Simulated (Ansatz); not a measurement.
# What Li5Sc (built on the sites of a database entry of YCu5) distorts into, part 2 of 2

Wanted: the energy along a soft mode of Li5Sc (built on the sites of a database entry of YCu5) and the structure at the end.

Ansatz 0.2.0; DFT LDA, scalar-relativistic, plane waves, norm-conserving pseudopotentials.

So far, highest frequency on the path or at a solved wavevector (cm⁻¹): step 2 (phonons on a q mesh) 513. Also lowest frequency on the path (cm⁻¹): step 2 -192.

The structure was built from a prototype and need not be the compound's stable phase.

## Step 5: Energy along the mode, all amplitudes (two of the runs are shown above)

An imaginary frequency means negative curvature, so the energy should fall and then rise again as anharmonic terms take over.

Numbers from this step:

```
depth at the lowest point sampled  : 40.88 meV/atom
largest atomic shift at that point : 0.6 Å
```

Energy from the parent against largest atomic shift:

| largest atomic shift (Å) | energy from the parent (meV/atom) |
| --- | --- |
| 0.000 | 0 |
| 0.040 | -0.382 |
| 0.080 | -1.51 |
| 0.140 | -4.47 |
| 0.220 | -10.3 |
| 0.320 | -19.5 |
| 0.450 | -31.7 |
| 0.600 | -40.9 |

Displacement at unit largest shift by atom:

| atom | x (Å) | y (Å) | z (Å) | size |
| --- | --- | --- | --- | --- |
| Sc1 | 0.00 | 0.00 | 0.00 | 0.00 |
| Sc2 | 0.00 | 0.00 | 0.00 | 0.00 |
| Li3 | -1.00 | 0.00 | 0.00 | 1.00 |
| Li4 | 1.00 | 0.00 | 0.00 | 1.00 |
| Li5 | 0.50 | 0.87 | 0.00 | 1.00 |
| Li6 | -0.50 | -0.87 | 0.00 | 1.00 |
| Li7 | 0.50 | -0.87 | 0.00 | 1.00 |
| Li8 | -0.50 | 0.87 | 0.00 | 1.00 |
| Li9 | 0.00 | 0.00 | 0.00 | 0.00 |
| Li10 | 0.00 | 0.00 | 0.00 | 0.00 |
| Li11 | 0.00 | 0.00 | 0.00 | 0.00 |
| Li12 | 0.00 | 0.00 | 0.00 | 0.00 |

The lowest of the steps tried is the last one, at 0.6 Å, 40.9 meV/atom below the parent; the bottom of the well need not coincide with a step.

## Step 6: Relaxing from the distorted cell

Starting from the lowest point found, all atoms and the cell are let go, so that strain and other modes of the same symmetry can join in.

input.yaml

```yaml
crystal:
  lattice:
    - [-2.7293892704, -4.7274342907, 0.0]
    - [-5.4587728257, 3.2997e-06, 0.0]
    - [0.0, 0.0, -8.8102065778]
  atoms:
    - { symbol: Sc, position: [0.0, 0.0, 0.5] }
    - { symbol: Sc, position: [0.0, 0.0, 0.0] }
    - { symbol: Li, position: [1.0, 0.609914814, 0.25] }
    - { symbol: Li, position: [1.0, 0.390085186, 0.75] }
    - { symbol: Li, position: [0.390085186, 0.0, 0.25] }
    - { symbol: Li, position: [0.609914814, 0.0, 0.75] }
    - { symbol: Li, position: [0.609914814, 0.390085186, 0.25] }
    - { symbol: Li, position: [0.390085186, 0.609914814, 0.75] }
    - { symbol: Li, position: [0.3333333333, 0.3333333333, 0.5] }
    - { symbol: Li, position: [0.3333333333, 0.3333333333, 0.0] }
    - { symbol: Li, position: [0.6666666667, 0.6666666667, 0.5] }
    - { symbol: Li, position: [0.6666666667, 0.6666666667, 0.0] }
kpoints:
  mp_grid: { grid: [6, 6, 4] }
hamiltonian:
  xc: lda
  pseudopotentials: { kind: nc }
scf:
  occupations: { method: methfessel_paxton, width: 0.15 }
output:
  forces: true
  stress: true
  eigenvalues: true
relax:
  adjacent_minimum: "off"
  f_tol: 0.002
  max_steps: 120
  cell: { stress_tol: 0.03 }
```

Run with:

```sh
$ ansatz run input.yaml --threads 8 --pin off --max-ram 14336MiB --backend cpu --events-out ev --progress --plain --runs-dir out
```

Numbers of over 12 decimals in the logs are rounded to 6 here.

What it wrote:

```text
[...]
Crystal: 12 atoms, lattice volume = 227.356 Å³
Basis set: ecut = 1061.244064 eV, 17873 PW (Γ)
Bands: 38, of which v1, the nominal top of the filled ones, is band 26 counted from 1 (25 counted from 0)
Symmetry: 24 space group operations
[...]
k-points: 21 of 144
[...]
SCF iter   1: F=—  HF=-4568.759673 eV  |F-HF|=—  |Δ(HF+E_count)|=         —  Δρ=3.94e-2  dr2=1.09e1  ethr=3.10e-3  ⟨swp⟩=9.2  Hψ=4254  notcnv=0
[...]
SCF iter  10: F=-4566.319313 eV  HF=-4566.319313 eV  |F-HF|=2.49e-9  |Δ(HF+E_count)|=   9.08e-8  S|Δr|=    0.00e0  Δρ=2.80e-6  dr2=4.63e-9  ethr=1.92e-10  ⟨swp⟩=13.1  Hψ=4572  notcnv=0
SCF 1 converged in 10 iterations: F = -4566.319313 eV  dr2 = 4.63e-9
relax step   1: F+E_penalty+E_count = -4566.31931277 eV  Δ(F+E_penalty+E_count) = +0.000e0 eV  max|allowed force component| = 6.513e-2 eV/Å  Δτ_max = 0.0000 Å  P = -0.424 GPa  Ω = 227.356 Å³  (10 SCF iters, dr2 threshold 1.00e-7 eV, accepted)
Crystal: 12 atoms, lattice volume = 220.096 Å³
Basis set: ecut = 1061.244064 eV, 17203 PW (Γ)
[...]
SCF iter   6: F=-4566.430156 eV  HF=-4566.430157 eV  |F-HF|=1.42e-7  |Δ(HF+E_count)|=   8.78e-7  S|Δr|=    0.00e0  Δρ=1.12e-5  dr2=2.06e-7  ethr=2.31e-9  ⟨swp⟩=8.0  Hψ=3784  notcnv=0
SCF 2 converged in 6 iterations: F = -4566.430156 eV  dr2 = 2.06e-7
relax step   2: F+E_penalty+E_count = -4566.43015647 eV  Δ(F+E_penalty+E_count) = -1.108e-1 eV  max|allowed force component| = 5.334e-3 eV/Å  Δτ_max = 0.1016 Å  P = +0.399 GPa  Ω = 220.096 Å³  energy of the carried Pulay correction = +5.414e-4 eV  (6 SCF iters, dr2 threshold 1.20e-6 eV, accepted)
Crystal: 12 atoms, lattice volume = 225.130 Å³
Basis set: ecut = 1061.244064 eV, 17679 PW (Γ)
[...]
SCF iter   6: F=-4566.474400 eV  HF=-4566.474400 eV  |F-HF|=4.26e-8  |Δ(HF+E_count)|=   7.78e-7  S|Δr|=    0.00e0  Δρ=1.29e-5  dr2=3.76e-7  ethr=2.31e-9  ⟨swp⟩=8.1  Hψ=3980  notcnv=0
SCF 3 converged in 6 iterations: F = -4566.474400 eV  dr2 = 3.76e-7
relax step   3: F+E_penalty+E_count = -4566.47440005 eV  Δ(F+E_penalty+E_count) = -4.424e-2 eV  max|allowed force component| = 1.044e-2 eV/Å  Δτ_max = 0.0456 Å  P = -0.059 GPa  Ω = 225.130 Å³  energy of the carried Pulay correction = +1.642e-4 eV  (6 SCF iters, dr2 threshold 1.20e-6 eV, accepted)
[...]
relax step   4: F+E_penalty+E_count = -4566.47535782 eV  Δ(F+E_penalty+E_count) = -9.578e-4 eV  max|allowed force component| = 2.585e-2 eV/Å  Δτ_max = 0.0135 Å  P = +0.080 GPa  Ω = 223.371 Å³  energy of the carried Pulay correction = +2.950e-4 eV  (6 SCF iters, dr2 threshold 8.34e-8 eV, accepted)
[...]
relax step   5: F+E_penalty+E_count = -4566.47725218 eV  Δ(F+E_penalty+E_count) = -1.894e-3 eV  max|allowed force component| = 6.876e-3 eV/Å  Δτ_max = 0.0211 Å  P = +0.002 GPa  Ω = 224.478 Å³  energy of the carried Pulay correction = +2.125e-4 eV  (6 SCF iters, dr2 threshold 6.15e-8 eV, accepted)
[...]
relax step   6: F+E_penalty+E_count = -4566.47738330 eV  Δ(F+E_penalty+E_count) = -1.311e-4 eV  max|allowed force component| = 8.010e-4 eV/Å  Δτ_max = 0.0068 Å  P = -0.005 GPa  Ω = 224.479 Å³  energy of the carried Pulay correction = +2.125e-4 eV  (6 SCF iters, dr2 threshold 2.95e-9 eV, accepted)
[...]
relax step   7: F+E_penalty+E_count = -4566.48178967 eV  Δ(F+E_penalty+E_count) = -4.406e-3 eV  max|allowed force component| = 8.609e-4 eV/Å  Δτ_max = 0.0000 Å  P = +0.039 GPa  Ω = 224.479 Å³  stress off target by 1.27e-1 GPa  SCF on the basis re-selected at this cell (its energy is not comparable with the rows above)  (6 SCF iters)
[...]
relax step   8: F+E_penalty+E_count = -4566.48225303 eV  Δ(F+E_penalty+E_count) = -4.634e-4 eV  max|allowed force component| = 1.204e-4 eV/Å  Δτ_max = 0.0040 Å  P = +0.009 GPa  Ω = 224.852 Å³  energy of the carried Pulay correction = -2.634e-5 eV  (6 SCF iters, dr2 threshold 4.02e-8 eV, accepted)
[...]
relax step   9: F+E_penalty+E_count = -4566.48226818 eV  Δ(F+E_penalty+E_count) = -1.514e-5 eV  max|allowed force component| = 3.010e-5 eV/Å  Δτ_max = 0.0010 Å  P = +0.000 GPa  Ω = 224.955 Å³  energy of the carried Pulay correction = -3.363e-5 eV  (7 SCF iters, accepted)
[...]
SCF iter   5: F=-4566.482318 eV  HF=-4566.482318 eV  |F-HF|=1.82e-12  |Δ(HF+E_count)|=  1.91e-11  S|Δr|=    0.00e0  Δρ=3.13e-8  dr2=7.10e-13  ethr=1.00e-12  ⟨swp⟩=6.6  Hψ=3093  notcnv=0
SCF 10 converged in 5 iterations: F = -4566.482318 eV  dr2 = 7.10e-13
relax step  10: F+E_penalty+E_count = -4566.48231773 eV  Δ(F+E_penalty+E_count) = -4.956e-5 eV  max|allowed force component| = 2.735e-5 eV/Å  Δτ_max = 0.0000 Å  P = +0.001 GPa  Ω = 224.955 Å³  stress off target by 2.14e-3 GPa  SCF on the basis re-selected at this cell (its energy is not comparable with the rows above)  (5 SCF iters)
[...]
SCF converged after 5 iterations
[...]
Free energy (F): -4566.482318 eV
[...]
Internal energy: -4566.479437 eV  (E = F + TS)
E sigma→0 (E₀):  -4566.481598 eV
Entropy (-TS):   -0.002881 eV (-0.240 meV/atom)
Fermi energy:    2.856929 eV
Step filling:    the computed levels leave a gap of 0.0158 eV = 0.1 smearing widths at the electron count; against every level under it full and every level over it empty, smearing changes F+E_penalty+E_count by -1.083 meV and its σ→0 estimate by -0.363 meV
[...]
--- Forces (eV/Å), atoms counted from 1 ---
  atom   1  Sc     0.00000000     0.00000000    -0.00000000
  atom   2  Sc     0.00000000     0.00000000     0.00000000
  atom   3  Li     0.00002735    -0.00000000     0.00000000
  atom   4  Li    -0.00002735     0.00000000    -0.00000000
  atom   5  Li    -0.00001367    -0.00002368     0.00000000
  atom   6  Li     0.00001367     0.00002368    -0.00000000
  atom   7  Li    -0.00001367     0.00002368    -0.00000000
  atom   8  Li     0.00001367    -0.00002368     0.00000000
  atom   9  Li     0.00000000     0.00000000     0.00000000
  atom  10  Li    -0.00000000     0.00000000    -0.00000000
  atom  11  Li    -0.00000000    -0.00000000    -0.00000000
  atom  12  Li     0.00000000    -0.00000000     0.00000000
  max |Σ_I F_I| component: 3.04e-18 eV/Å
--- Stress (GPa, compression-positive) ---
        0.000011       0.000000      -0.000000
        0.000000       0.000011       0.000000
       -0.000000       0.000000       0.002142
  P = ⅓ Tr σ = 0.0007 GPa (0.007 kbar)
--- Band table (eV; the first three rows and the last of 21) ---
  k-point 0: bands = [... 22 lower, 2.6772, 2.8169, 2.8169, 2.8766, 3.0595, 3.4542, 3.4542, 3.9610, ... 8 higher]
  k-point 1: bands = [... 22 lower, 2.7010, 2.7010, 2.8003, 2.8003, 3.2611, 3.4883, 3.4883, 3.8055, ... 8 higher]
  k-point 2: bands = [... 22 lower, 2.7544, 2.7544, 2.7544, 2.7544, 3.5637, 3.5637, 3.6032, 3.6032, ... 8 higher]
  k-point 20: bands = [... 22 lower, 1.3082, 1.3082, 2.8381, 2.8381, 2.8381, 2.8381, 3.0165, 3.0165, ... 8 higher]
--- Relaxed structure (8 steps of the walk, 8 accepted, 2 SCFs on fresh bases) ---
  F+E_penalty+E_count = -4566.48231773 eV   max|allowed force component| = 2.735e-5 eV/Å   (the final SCF, on the basis selected at the relaxed cell)
  cell:  # Å, volume = 224.9550 Å³
    - [-2.598649, -4.500986, 0.0]
    - [-5.197293, 3.141601072702644e-6, 0.0]
    - [0.0, 0.0, -9.616357]
  atoms:
    - { symbol: Sc, position: [5.217541255209638e-19, -4.843208612019141e-19, 0.5] }
    - { symbol: Sc, position: [5.217541255209633e-19, -4.843208612019139e-19, 0] }
    - { symbol: Li, position: [1.000000, 0.637954, 0.25] }
    - { symbol: Li, position: [1.0, 0.362046, 0.75] }
    - { symbol: Li, position: [0.362046, 8.326672684688674e-17, 0.25] }
    - { symbol: Li, position: [0.637954, -5.551115123125783e-17, 0.75] }
    - { symbol: Li, position: [0.637954, 0.362046, 0.25] }
    - { symbol: Li, position: [0.362046, 0.637954, 0.75] }
    - { symbol: Li, position: [0.333333, 0.333333, 0.5] }
    - { symbol: Li, position: [0.333333, 0.333333, 0] }
    - { symbol: Li, position: [0.666667, 0.666667, 0.5] }
    - { symbol: Li, position: [0.666667, 0.666667, 0] }
```

Wall time 43 s (8 threads of Arm Neoverse V2, shared host); peak memory 1.8 GiB.

Relaxation path:

| step | energy less that of the first step (eV) | largest force component (eV/Å) | pressure (GPa) | volume (Å³) |
| --- | --- | --- | --- | --- |
| 1 | 0.0000 | 0.0651 | -0.42 | 227.36 |
| 2 | -0.1108 | 0.0053 | 0.40 | 220.10 |
| 3 | -0.1551 | 0.0104 | -0.06 | 225.13 |
| 4 | -0.1560 | 0.0258 | 0.08 | 223.37 |
| 5 | -0.1579 | 0.0069 | 0.00 | 224.48 |
| 6 | -0.1581 | 0.0008 | -0.01 | 224.48 |
| 7* | -0.1625 | 0.0009 | 0.04 | 224.48 |
| 8 | -0.1629 | 0.0001 | 0.01 | 224.85 |
| 9 | -0.1630 | 0.0000 | 0.00 | 224.95 |
| 10* | -0.1630 | 0.0000 | 0.00 | 224.95 |

Relaxation steps marked * repeat the geometry before them on a plane-wave basis chosen anew for their cell, so energy and pressure can jump there.

The run keeps the 24 symmetry operations that it works with, so distortions that break them were not tested.

| conventional cell, symmetrised | before | after | change |
| --- | --- | --- | --- |
| a (Å) | 5.459 | 5.197 | -4.8 % |
| b (Å) | 5.459 | 5.197 | -4.8 % |
| c (Å) | 8.810 | 9.616 | +9.2 % |
| volume (Å³/atom) | 18.95 | 18.75 | -1.1 % |

The atoms that moved most (Å, as changes of fractional coordinates times the final cell):

| atom | dx | dy | dz | length |
| --- | --- | --- | --- | --- |
| Li6 | -0.073 | -0.126 | 0.000 | 0.146 |
| Li5 | 0.073 | 0.126 | 0.000 | 0.146 |
| Li4 | 0.146 | 0.000 | 0.000 | 0.146 |
| Li8 | -0.073 | 0.126 | 0.000 | 0.146 |
| Li3 | -0.146 | 0.000 | 0.000 | 0.146 |
| Li7 | 0.073 | -0.126 | 0.000 | 0.146 |

Final coordinates:

```cif
data_structure
_symmetry_space_group_name_H-M 'P 1'
_symmetry_Int_Tables_number 1
_cell_length_a 5.1973
_cell_length_b 5.1973
_cell_length_c 9.6164
_cell_angle_alpha 90.000
_cell_angle_beta 90.000
_cell_angle_gamma 60.000
_cell_volume 224.96
loop_
_atom_site_label
_atom_site_type_symbol
_atom_site_fract_x
_atom_site_fract_y
_atom_site_fract_z
_atom_site_occupancy
Sc1 Sc 0.00000 0.00000 0.50000 1
Sc2 Sc 0.00000 0.00000 0.00000 1
Li3 Li 0.00000 0.63795 0.25000 1
Li4 Li 0.00000 0.36205 0.75000 1
Li5 Li 0.36205 0.00000 0.25000 1
Li6 Li 0.63795 0.00000 0.75000 1
Li7 Li 0.63795 0.36205 0.25000 1
Li8 Li 0.36205 0.63795 0.75000 1
Li9 Li 0.33333 0.33333 0.50000 1
Li10 Li 0.33333 0.33333 0.00000 1
Li11 Li 0.66667 0.66667 0.50000 1
Li12 Li 0.66667 0.66667 0.00000 1
```

Numbers from this step:

* pressure: 7.21e-4 GPa
* volume per atom: 18.75 Å³

The distorted start has space group P6_3/mcm; the relaxation ends in P6_3/mcm.

## Step 7: Results

| Item | Value |
| --- | --- |
| unstable mode of the parent | q = (0, 0, -0.5), 192i cm⁻¹ |
| depth at the lowest point sampled | 40.9 meV/atom |
| largest atomic shift at that point | 0.6 Å |
| space group reached (within 0.01 Å) | P6_3/mcm |
| energy gained over the parent (first relaxation, on the mesh of the frozen mode) | 53.9 meV/atom |
| volume per atom, phase reached | 18.7 Å³ |

What this shows: Along this mode the structure falls into P6_3/mcm, 53.9 meV/atom below the parent. At the parent's cell the well is 40.88 meV/atom deep on the steps tried, with its lowest point at a shift of 0.6 Å. That is the last step tried, so the steps alone don't bracket the bottom of the well. Relaxing atoms and cell changes the gain by +13.03 meV/atom against the lowest step (energies at zero smearing). The modes of the phase reached were not computed on this path. Of the 2 patterns followed to their end from this parent, this one reaches the lowest energy. Another end point lies within 1 meV/atom; how such a difference moves with mesh and cutoff was not tested. Each path keeps the symmetry of its pattern, so a lower phase may lie along a pattern not tried. The q mesh stands for a supercell only 8.8 Å across, so branches between the solved wavevectors are rough. With no gap, or one that is small against the smearing, the frequencies hang on the k mesh and the smearing, most of all near Kohn anomalies. The starting cell was built on a prototype and not taken from a measurement, so the phase need not exist.

[Logs are printed without paths, hosts, clocks, repeated set-up lines and the standing remarks that a program may print on its own settings, such as how far it seeks lower states.]

[Hosts, paths, dates, database ids (printed as entryN), source tags and the programs' standing remarks are cut or masked in the printed files.]
